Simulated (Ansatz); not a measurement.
# 1T-CrSeTe bilayer (AA) in a perpendicular field

What dipole does a perpendicular field induce in the 1T-CrSeTe bilayer (AA)? A positive field points along +c.

Program: Ansatz 0.2.0. Level of theory: plane-wave DFT, PBE+U-D3(BJ), Ansatz PAW. Results are calculated unless marked as measured.

## Step 1: Set-up

The cell holds 6 atoms: 2 Te, 2 Cr and 2 Se. Cell: a = 3.450 Å, b = 3.450 Å, c = 50.223 Å, α = 90.0°, β = 90.0°, γ = 120.0°. Regions: layer 1: 1T-CrSeTe, 3 atoms (1 Te, 1 Cr and 1 Se); layer 2: 1T-CrSeTe, 3 atoms (1 Te, 1 Cr and 1 Se). Vacuum lies along c.

## Step 2: Relaxing the slab

The starting cell is a guess, so the in-plane lattice and the atoms are relaxed first, with the slab cut off from its images along the normal.

Contents of input.yaml:

```yaml
crystal:
  lattice:
    - [3.45, 0.0, 0.0]
    - [-1.725, 2.9877876431, 0.0]
    - [0.0, 0.0, 50.2233566827]
  atoms:
    - { symbol: Te, position: [0.6666666667, 0.3333333333, 0.4041944096] }
    - { symbol: Cr, position: [0.0, 0.0, 0.4390262431], spin: 3.0 }
    - { symbol: Se, position: [0.3333333333, 0.6666666667, 0.4681423126] }
    - { symbol: Te, position: [0.6666666667, 0.3333333333, 0.5318576874] }
    - { symbol: Cr, position: [0.0, 0.0, 0.566689521], spin: 3.0 }
    - { symbol: Se, position: [0.3333333333, 0.6666666667, 0.5958055904] }
  periodic: [true, true, false]
magnetization:
  spin_polarized: true
kpoints:
  mp_grid: { grid: [12, 12, 1] }
hamiltonian:
  xc: pbe
  dispersion: d3bj
  hubbard: { sites: [{ species: Cr, l: d, u_eff: 2.0 }] }
scf:
  occupations: { method: fermi_dirac, width: 0.05 }
  convergence: { dr2_threshold: 1.0e-09 }
relax:
  f_tol: 0.004
  max_steps: 90
  cell: {}
output:
  write_potential: true
  write_density: true
  volumetric_format: npy
```

Launch:

```bash
$ ansatz run input.yaml --threads 4 --pin off --max-ram 12288MiB --backend cpu --events-out ev --progress --plain --runs-dir out
```

Numbers of over 12 decimals in the logs are rounded to 6 here.

Log:

```text
Warning: relax.cell: scf.convergence.dr2_threshold = 1e-9 eV is looser than the 1.55813346365e-10 eV advised for a relaxation that steers and ends on the stress (1e-10 eV for each atom of the cell: 6, times the square of relax.cell.stress_2d_tol = 0.05 N/m over 19.6 Å (the atoms' height at the walk's start and 5 Å past either face), 2.548e-2 GPa, over a crystal's default 0.05). What an SCF threshold leaves in a stress goes as its square root, and in the free energy as the threshold itself, and one threshold admits the most on a small cell: [figures from the program's tests cut] Set scf.convergence.dr2_threshold to 1.55813346365e-10 eV or tighter. [rest of the remark cut]
Te: projections on atomic orbitals take those of the free atom [Kr] 4d10 5s2 5p4, of charge +0.00 (hamiltonian.pseudopotentials.projection_atoms); the dataset's partial waves leave at most 7.8e-6 of an orbital's norm unspanned inside its sphere
Cr: projections on atomic orbitals take those of the free atom [Ne] 3s2 3p6 3d5 4s1, of charge +0.00 (hamiltonian.pseudopotentials.projection_atoms); the dataset's partial waves leave at most 7.0e-7 of an orbital's norm unspanned inside its sphere
Se: projections on atomic orbitals take those of the free atom [Ar] 3d10 4s2 4p4, of charge +0.00 (hamiltonian.pseudopotentials.projection_atoms); the dataset's partial waves leave at most 2.3e-6 of an orbital's norm unspanned inside its sphere
Engine: ansatz 0.2.0, x86_64-unknown-linux-gnu
Pseudopotentials: kind: paw
Pseudopotential: Te, paw, valence charge 16, recommended cutoff 420 eV (normal), Te.paw.azcp
Pseudopotential: Cr, paw, valence charge 14, recommended cutoff 420 eV (normal), Cr.paw.azcp
Pseudopotential: Se, paw, valence charge 16, recommended cutoff 420 eV (normal), Se.paw.azcp
Functional definition: PBE
  parameter kappa = 0.804
  parameter beta = 0.066725
  exchange = pbe_x(kappa = kappa, mu = beta*pi^2/3)
  correlation = pbe_c(beta = beta)
Crystal: 6 atoms, lattice volume = 517.696 Å³
Basis set: ecut = 420 eV, 10055 PW (Γ), exchange–correlation on 48×48×720 points (8 copies of the dense FFT grid, shifted against one another)
Bands: 59, of which v1, the nominal top of the filled ones, is band 46 counted from 1 (45 counted from 0)
Symmetry: 6 space group operations
Space group: P3m1 (ITA 156), of the structure as read, at distance tolerance 8.0e-5 Å
Magnetic group: BNS 156.49 (UNI 1279), of the structure as read, at distance tolerance 8.0e-5 Å
k-points: 19 of 144 (time reversal used)
Non-local potential: Te, projectors of the file, l = 0: 2, l = 1: 2, l = 2: 2, l = 3: 2
Non-local potential: Cr, projectors of the file, l = 0: 3, l = 1: 2, l = 2: 3, l = 3: 1
Non-local potential: Se, projectors of the file, l = 0: 2, l = 1: 2, l = 2: 3, l = 3: 1
PAW form: soft (Blöchl's): semilocal exchange-correlation on the pseudo side does not see the compensation charge
PAW one-centre angular grid: Te, 590 points (default); XC on 64 Gauss nodes
PAW one-centre angular grid: Cr, 590 points (default); XC on 64 Gauss nodes
PAW one-centre angular grid: Se, 590 points (default); XC on 64 Gauss nodes
Initial density: superposition of atomic densities (neutral atoms: chi_scale 0, normalization atom)
Starting moments: Σ|m| = 6 μB on 2 of 6 sites
Initial wavefunctions: pseudopotential atomic-orbital guess
Functional: x = pbe(κ = 0.804, μ = 0.219515), c = pbe(β = 0.066725)
SCF iter   1: F=—  HF=-31656.710229 eV  |F-HF|=—  |Δ(HF+E_count)|=         —  Δρ=3.45e-2 (↑3.45e-2 ↓2.56e-2)  dr2=2.22e1  dr2_m=2.92e-1  M=4.465 μB ∫|m|=5.923 μB  β_m=0.30  ethr=3.10e-3  ⟨swp⟩=17.9  Hψ=14837  notcnv=0  defer=24
preconditioner: auto → none  [metal: Δε(μ)=0.019 eV  Ē_g=8.984 eV  σ=0.050 eV  W_gap=0.09  n_scr=32 (ndim 8)  ℏωp=9.8 eV  f_vac=0.729  D(μ)=8.06/eV (n_scr^D=26)  sad-step TF]
SCF iter   2: F=—  HF=-31654.566329 eV  |F-HF|=—  |Δ(HF+E_count)|=    2.14e0  Δρ=2.19e-2 (↑2.19e-2 ↓8.80e-3)  dr2=4.85e0  dr2_m=8.59e-1  M=5.353 μB ∫|m|=7.207 μB  β_m=1.00  ethr=3.10e-3  ⟨swp⟩=4.4  Hψ=5869  notcnv=0  defer=167
SCF iter   3: F=—  HF=-31658.649430 eV  |F-HF|=—  |Δ(HF+E_count)|=    4.08e0  Δρ=4.65e-2 (↑4.65e-2 ↓1.38e-2)  dr2=4.36e2  dr2_m=1.77e0  M=4.642 μB ∫|m|=6.189 μB  β_m=0.30  ethr=3.10e-3  ⟨swp⟩=5.2  Hψ=5715  notcnv=0  defer=201
SCF iter   4: F=—  HF=-31659.494050 eV  |F-HF|=—  |Δ(HF+E_count)|=   8.45e-1  Δρ=6.30e-2 (↑6.30e-2 ↓2.05e-2)  dr2=4.92e2  dr2_m=3.11e0  M=3.889 μB ∫|m|=5.131 μB  β_m=0.30  ethr=3.10e-3  ⟨swp⟩=4.8  Hψ=4335  notcnv=0  defer=152
SCF iter   5: F=—  HF=-31654.430475 eV  |F-HF|=—  |Δ(HF+E_count)|=    5.06e0  Δρ=1.18e-2 (↑1.18e-2 ↓8.82e-3)  dr2=2.82e0  dr2_m=2.70e-1  M=5.037 μB ∫|m|=6.981 μB  β_m=1.00  ethr=3.10e-3  ⟨swp⟩=4.3  Hψ=4703  notcnv=0  defer=151
SCF iter   6: F=—  HF=-31654.416875 eV  |F-HF|=—  |Δ(HF+E_count)|=   1.36e-2  Δρ=4.38e-3 (↑4.38e-3 ↓3.04e-3)  dr2=7.65e-1  dr2_m=3.39e-2  M=5.091 μB ∫|m|=7.262 μB  β_m=1.00  ethr=3.06e-3  ⟨swp⟩=3.1  Hψ=3587  notcnv=0  defer=173
SCF iter   7: F=—  HF=-31654.560330 eV  |F-HF|=—  |Δ(HF+E_count)|=   1.43e-1  Δρ=2.93e-3 (↑2.93e-3 ↓2.07e-3)  dr2=1.18e0  dr2_m=3.49e-3  M=5.108 μB ∫|m|=7.347 μB  β_m=0.30  ethr=8.32e-4  ⟨swp⟩=4.2  Hψ=3683  notcnv=0  defer=177
Mixer restart at iter 7: flushing history
spin-set hold released at iteration 7 (site moments contracting): the magnetisation degrees of freedom join the quasi-Newton model from the next iteration; the mixer history was flushed
SCF iter   8: F=—  HF=-31656.869983 eV  |F-HF|=—  |Δ(HF+E_count)|=    2.31e0  Δρ=1.90e-2 (↑1.90e-2 ↓8.22e-3)  dr2=1.30e2  dr2_m=2.25e-1  M=5.576 μB ∫|m|=6.976 μB  β_m=0.05  ethr=8.32e-4  ⟨swp⟩=4.7  Hψ=4439  notcnv=0  defer=237  recentre
SCF iter   9: F=—  HF=-31654.587973 eV  |F-HF|=—  |Δ(HF+E_count)|=    2.28e0  Δρ=3.38e-3 (↑3.38e-3 ↓1.99e-3)  dr2=3.67e0  dr2_m=5.38e-3  M=5.092 μB ∫|m|=7.340 μB  β_m=0.04  ethr=8.32e-4  ⟨swp⟩=4.3  Hψ=4362  notcnv=0  defer=156
SCF iter  10: F=—  HF=-31654.534082 eV  |F-HF|=—  |Δ(HF+E_count)|=   5.39e-2  Δρ=2.16e-3 (↑2.16e-3 ↓1.45e-3)  dr2=1.65e-1  dr2_m=2.27e-3  M=5.104 μB ∫|m|=7.345 μB  β_m=0.04  ethr=8.32e-4  ⟨swp⟩=1.9  Hψ=2941  notcnv=0  defer=163
SCF iter  11: F=—  HF=-31654.556219 eV  |F-HF|=—  |Δ(HF+E_count)|=         —  Δρ=1.76e-3 (↑1.76e-3 ↓1.19e-3)  dr2=2.44e-2  dr2_m=1.81e-3  M=5.126 μB ∫|m|=7.346 μB  β_m=0.15  ethr=1.80e-4  ⟨swp⟩=2.9  Hψ=3077  notcnv=0  defer=180
Mixer restart at iter 11: flushing history
[...]
SCF iter   8: F=—  HF=-31656.018974 eV  |F-HF|=—  |Δ(HF+E_count)|=   7.79e-1  Δρ=6.12e-3 (↑6.12e-3 ↓4.86e-3)  dr2=1.59e1  dr2_m=1.82e-2  M=5.556 μB ∫|m|=7.764 μB  β_m=0.11  ethr=1.27e-3  ⟨swp⟩=4.9  Hψ=4576  notcnv=0  defer=169  recentre
[...]
SCF iter  19: F=—  HF=-31655.270846 eV  |F-HF|=—  |Δ(HF+E_count)|=   5.72e-5  Δρ=1.11e-4 (↑1.11e-4 ↓5.72e-5)  dr2=1.03e-3  dr2_m=2.84e-5  M=5.298 μB ∫|m|=7.764 μB  β_m=0.30  ethr=4.89e-8  ⟨swp⟩=3.4  Hψ=4148  notcnv=0  defer=174  recentre
SCF iter  20: F=—  HF=-31655.270860 eV  |F-HF|=—  |Δ(HF+E_count)|=   1.40e-5  Δρ=6.85e-5 (↑6.85e-5 ↓5.14e-5)  dr2=1.06e-3  dr2_m=1.31e-5  M=5.300 μB ∫|m|=7.760 μB  β_m=0.25  ethr=4.89e-8  ⟨swp⟩=3.0  Hψ=3070  notcnv=0  defer=174
SCF iter  21: F=—  HF=-31655.270845 eV  |F-HF|=—  |Δ(HF+E_count)|=   1.43e-5  Δρ=3.16e-5 (↑2.48e-5 ↓3.16e-5)  dr2=3.25e-5  dr2_m=2.68e-6  M=5.299 μB ∫|m|=7.755 μB  β_m=0.25  ethr=4.89e-8  ⟨swp⟩=3.0  Hψ=3335  notcnv=0  defer=174
SCF iter  22: F=—  HF=-31655.270846 eV  |F-HF|=—  |Δ(HF+E_count)|=   1.91e-7  Δρ=3.05e-5 (↑3.05e-5 ↓1.59e-5)  dr2=2.71e-6  dr2_m=2.35e-6  M=5.299 μB ∫|m|=7.754 μB  β_m=0.34  ethr=3.53e-8  ⟨swp⟩=2.1  Hψ=2721  notcnv=0  defer=174
SCF iter  23: F=—  HF=-31655.270846 eV  |F-HF|=—  |Δ(HF+E_count)|=   8.76e-7  Δρ=1.90e-5 (↑1.90e-5 ↓1.54e-5)  dr2=1.64e-5  dr2_m=3.47e-7  M=5.299 μB ∫|m|=7.753 μB  β_m=0.34  ethr=2.95e-9  ⟨swp⟩=3.3  Hψ=4598  notcnv=0  defer=174
SCF iter  24: F=—  HF=-31655.270846 eV  |F-HF|=—  |Δ(HF+E_count)|=   1.55e-7  Δρ=6.29e-6 (↑6.29e-6 ↓4.74e-6)  dr2=1.74e-6  dr2_m=9.51e-8  M=5.299 μB ∫|m|=7.753 μB  β_m=0.31  ethr=2.95e-9  ⟨swp⟩=3.0  Hψ=3640  notcnv=0  defer=174
SCF iter  25: F=—  HF=-31655.270846 eV  |F-HF|=—  |Δ(HF+E_count)|=   2.08e-8  Δρ=6.35e-6 (↑6.35e-6 ↓3.95e-6)  dr2=1.58e-6  dr2_m=2.54e-8  M=5.299 μB ∫|m|=7.753 μB  β_m=0.23  ethr=1.89e-9  ⟨swp⟩=3.0  Hψ=3051  notcnv=0  defer=174
SCF iter  26: F=—  HF=-31655.270846 eV  |F-HF|=—  |Δ(HF+E_count)|=   3.79e-8  Δρ=3.11e-6 (↑3.11e-6 ↓2.10e-6)  dr2=1.24e-6  dr2_m=1.87e-8  M=5.299 μB ∫|m|=7.753 μB  β_m=0.17  ethr=1.71e-9  ⟨swp⟩=2.8  Hψ=2780  notcnv=0  defer=174
SCF iter  27: F=—  HF=-31655.270846 eV  |F-HF|=—  |Δ(HF+E_count)|=   6.11e-8  Δρ=2.66e-6 (↑2.66e-6 ↓1.51e-6)  dr2=6.95e-7  dr2_m=1.33e-8  M=5.299 μB ∫|m|=7.753 μB  β_m=0.14  ethr=1.35e-9  ⟨swp⟩=2.6  Hψ=2734  notcnv=0  defer=174
SCF iter  28: F=—  HF=-31655.270846 eV  |F-HF|=—  |Δ(HF+E_count)|=   1.36e-8  Δρ=1.76e-6 (↑1.76e-6 ↓1.12e-6)  dr2=9.63e-8  dr2_m=8.56e-9  M=5.299 μB ∫|m|=7.753 μB  β_m=0.14  ethr=7.55e-10  ⟨swp⟩=1.9  Hψ=2663  notcnv=0  defer=174
SCF iter  29: F=—  HF=-31655.270846 eV  |F-HF|=—  |Δ(HF+E_count)|=   3.11e-9  Δρ=1.54e-6 (↑1.54e-6 ↓8.70e-7)  dr2=5.12e-8  dr2_m=6.35e-9  M=5.299 μB ∫|m|=7.753 μB  β_m=0.22  ethr=1.05e-10  ⟨swp⟩=1.9  Hψ=2449  notcnv=0  defer=174
SCF iter  30: F=—  HF=-31655.270846 eV  |F-HF|=—  |Δ(HF+E_count)|=   9.27e-9  Δρ=1.19e-6 (↑1.19e-6 ↓4.44e-7)  dr2=1.02e-7  dr2_m=2.65e-9  M=5.299 μB ∫|m|=7.753 μB  β_m=0.17  ethr=5.56e-11  ⟨swp⟩=1.9  Hψ=2648  notcnv=0  defer=174
SCF iter  31: F=—  HF=-31655.270846 eV  |F-HF|=—  |Δ(HF+E_count)|=   1.90e-9  Δρ=3.23e-7 (↑3.23e-7 ↓3.20e-7)  dr2=1.92e-9  dr2_m=3.51e-10  M=5.299 μB ∫|m|=7.753 μB  β_m=0.16  ethr=5.56e-11  ⟨swp⟩=2.2  Hψ=2567  notcnv=0  defer=174
SCF iter  32: F=-31655.270846 eV  HF=-31655.270846 eV  |F-HF|=9.82e-10  |Δ(HF+E_count)|=  1.31e-10  Δρ=2.00e-7 (↑2.00e-7 ↓1.66e-7)  dr2=1.17e-10  dr2_m=1.45e-10  M=5.299 μB ∫|m|=7.753 μB  ethr=1.09e-12  ⟨swp⟩=3.7  Hψ=4864  notcnv=0
SCF 1 converged in 32 iterations: F = -31655.270846 eV  dr2 = 1.17e-10
a single-point calculation of the run's input, under the relaxation's own `scf.mixing.negative_modes` where the relaxation goes by `scf.lower_state_search: light` itself or types `scf.max_iter`, was made at the relaxed geometry, from the atoms, in 32 SCF iterations in all. It converged +0.0 meV from the relaxation's final energy, with moments (-0.16, 2.89, -0.22, -0.19, 2.89, -0.23 Bohr magnetons, atom by atom), which does not count as lower, and the relaxation's result stands. No further magnetic order was relaxed to its end, and one can end lower (see `relax.adjacent_minimum`).
SCF converged after 32 iterations
an eigenvalue changed by more than its tolerance at an iteration that met the thresholds in force, so the SCF went on 4 times, its first undamped step at iteration 26: the last check found none over its tolerance
Magnetization: 5.2991 μB (48.6495 up, 43.3505 down)
Absolute magnetization: 7.7241 μB (∫|ρ↑−ρ↓|, with the PAW one-centre terms)
Spin contamination: 0.7443 ħ² per cell (⟨S²⟩ above its minimum at these occupations)
Per-site moments (μB) at R_I (Å): [(-0.161223, 1.147291), (2.890766, 1.014313), (-0.219183, 1.014313), (-0.188279, 1.145659), (2.887961, 1.019044), (-0.230736, 1.019044)]
Free energy (F): -31655.270846 eV
Harris-Foulkes:  -31655.270846 eV  (|F-HF|=8.69e-10)
Internal energy: -31655.252764 eV  (E = F + TS)
E sigma→0 (E₀):  -31655.261805 eV
Entropy (-TS):   -0.018082 eV (-3.014 meV/atom)
Fermi energy:    -5.334036 eV
--- Per-component energies (eV) ---
  E_band       = -3115.158996
  E_kinetic    = 1282.754970
  E_local      = -618965.014008  (includes V_loc(G=0)·N_el)
  E_nonlocal   = -1645.546644
  E_hartree    = 308892.743945
  E_xc         = -734.533594
  E_vxc        = -758.316764  (∫ρ·V_xc dr)
  E_hubbard    = 2.455044  (on-site DFT+U / exact-exchange correction)
  E_vhub       = -4.923809  (the Hubbard potential's part of the band-sum identity)
  E_paw        = -15543.794475  (= ΣΔE_a)
  E_vpaw       = -809.600808  (= ΣTr[D̂ρ^β])
  E_aug_tail   = -0.000830  (compensation charges beyond the density's cutoff)
  E_ewald      = 295058.188354
  E_disp       = -2.505528  (pairwise vdW)
  E_smearing   = -0.018082  (= −TS)
  E_closure    = -0.000000  (closes the sum)
  Σ components = -31655.270846   (vs F -31655.270846, Δ=0.00e0)
--- Forces (eV/Å), atoms counted from 1 ---
  atom   1  Te    -0.00000000     0.00000000     0.00014696
  atom   2  Cr    -0.00000000     0.00000000    -0.00177793
  atom   3  Se    -0.00000000     0.00000000     0.00067863
  atom   4  Te     0.00000000    -0.00000000     0.00018931
  atom   5  Cr     0.00000000     0.00000000     0.00112011
  atom   6  Se     0.00000000     0.00000000    -0.00035798
  max |Σ_I F_I| component: 8.93e-7 eV/Å
--- 2D stress c σ (N/m, compression-positive) ---
        0.024318      -0.000000      -0.000000
       -0.000000       0.024318      -0.000000
       -0.000000      -0.000000       0.000000
  P = ½ c Tr σ = 0.0243 N/m
--- Band table (eV; the first three rows and the last of 38) ---
  k-point 0 ↑: bands = [... 42 lower, -7.0416, -7.0416, -6.0813, -5.2257, -3.8540, -3.8540, -3.6680, -3.6680, ... 9 higher]
  k-point 1 ↑: bands = [... 42 lower, -7.0944, -7.0541, -6.1154, -5.3088, -4.1932, -4.0806, -3.9532, -3.7514, ... 9 higher]
  k-point 2 ↑: bands = [... 42 lower, -7.2215, -7.0970, -6.2480, -5.6801, -4.9863, -4.7484, -4.2510, -4.0242, ... 9 higher]
  k-point 18 ↓: bands = [... 42 lower, -6.8669, -6.8150, -2.7736, -2.6295, -2.3764, -2.3431, -2.2703, -2.1280, ... 9 higher]
  the weakly bound empty levels are not read free of the cell's end (hubbard_term)
--- Relaxed structure (9 steps of the walk, 9 accepted, 1 SCFs on fresh bases) ---
  F+E_penalty+E_count = -31655.27084617 eV   max|allowed force component| = 1.778e-3 eV/Å   (the final SCF, on the basis selected at the relaxed cell)
  cell:  # Å, volume = 541.9325 Å³
    - [3.529835, 0, 0]
    - [-1.764917, 3.056927, 0]
    - [0, 0, 50.2233566827]
  atoms:
    - { symbol: Te, position: [0.666667, 0.333333, 0.404115] }
    - { symbol: Cr, position: [3.8526396144622866e-18, 1.7260537266436754e-18, 0.441801] }
    - { symbol: Se, position: [0.333333, 0.666667, 0.469197] }
    - { symbol: Te, position: [0.666667, 0.333333, 0.529220] }
    - { symbol: Cr, position: [1.4048393810491925e-19, 0, 0.566791] }
    - { symbol: Se, position: [0.333333, 0.666667, 0.594593] }
```

Wall time 7.1 min (4 threads of Intel Xeon Platinum 8559C (Emerald Rapids), shared host); peak memory 2.2 GiB; 28 min of CPU time.

The steps of the relaxation:

| step | energy less that of the first step (eV) | largest force component (eV/Å) | volume (Å³) |
| --- | --- | --- | --- |
| 1 | 0.0000 | 2.4913 | 517.70 |
| 2 | -0.3829 | 0.7933 | 560.84 |
| 3 | -0.5242 | 0.4666 | 560.11 |
| 4 | -0.5993 | 0.1434 | 551.79 |
| 5 | -0.6071 | 0.0720 | 547.52 |
| 6 | -0.6099 | 0.0277 | 546.44 |
| 7 | -0.6106 | 0.0110 | 544.67 |
| 8 | -0.6110 | 0.0017 | 542.77 |
| 9 | -0.6111 | 0.0019 | 541.93 |
| 10* | -0.6127 | 0.0018 | 541.93 |
| 10* | -0.6127 | 0.0018 | 541.93 |

Relaxation steps marked * repeat the geometry before them on a plane-wave basis chosen anew for their cell, so energy and pressure can jump there.

The run keeps the 6 symmetry operations that it works with, so distortions that break them were not tested.

| cell as run | before | after | change |
| --- | --- | --- | --- |
| a (Å) | 3.450 | 3.530 | +2.3 % |
| b (Å) | 3.450 | 3.530 | +2.3 % |

The atoms that moved most (Å, along periodic axes as changes of fractional coordinates times the final cell, across vacuum about the mean position):

| atom | dx | dy | dz | length |
| --- | --- | --- | --- | --- |
| Cr2 | 0.000 | 0.000 | 0.139 | 0.139 |
| Te4 | 0.000 | 0.000 | -0.132 | 0.132 |
| Se6 | 0.000 | 0.000 | -0.061 | 0.061 |
| Se3 | 0.000 | 0.000 | 0.053 | 0.053 |
| Cr5 | 0.000 | 0.000 | 0.005 | 0.005 |

Final coordinates:

```cif
data_structure
_symmetry_space_group_name_H-M 'P 1'
_symmetry_Int_Tables_number 1
_cell_length_a 3.5298
_cell_length_b 3.5298
_cell_length_c 50.2234
_cell_angle_alpha 90.000
_cell_angle_beta 90.000
_cell_angle_gamma 120.000
_cell_volume 541.93
loop_
_atom_site_label
_atom_site_type_symbol
_atom_site_fract_x
_atom_site_fract_y
_atom_site_fract_z
_atom_site_occupancy
Te1 Te 0.66667 0.33333 0.40411 1
Cr2 Cr 0.00000 0.00000 0.44180 1
Se3 Se 0.33333 0.66667 0.46920 1
Te4 Te 0.66667 0.33333 0.52922 1
Cr5 Cr 0.00000 0.00000 0.56679 1
Se6 Se 0.33333 0.66667 0.59459 1
```

Numbers from this step:

```
energy at zero smearing : -31655.2618 eV
total moment            : 5.299 μB
site moments            : -0.1612, 2.891, -0.2192, -0.1883, 2.888, -0.2307 μB
```

Site moment by atom:

| atom | site moment (μB) |
| --- | --- |
| Te1 | -0.16 |
| Cr2 | 2.89 |
| Se3 | -0.22 |
| Te4 | -0.19 |
| Cr5 | 2.89 |
| Se6 | -0.23 |

The lattice constant a goes from 3.450 to 3.530 Å.

(Continued in part 2 of 3.)

[Logs are printed without paths, hosts, clocks, repeated set-up lines and the standing remarks that a program may print on its own settings, such as how far it seeks lower states.]

[Hosts, paths, dates, database ids (printed as entryN), source tags and the programs' standing remarks are cut or masked in the printed files.]

[Maps of the electrostatic potential energy from Ansatz leave out the sawtooth potential of an applied field or a dipole correction, so their vacuum need not be flat; planar profiles and work functions include it.]
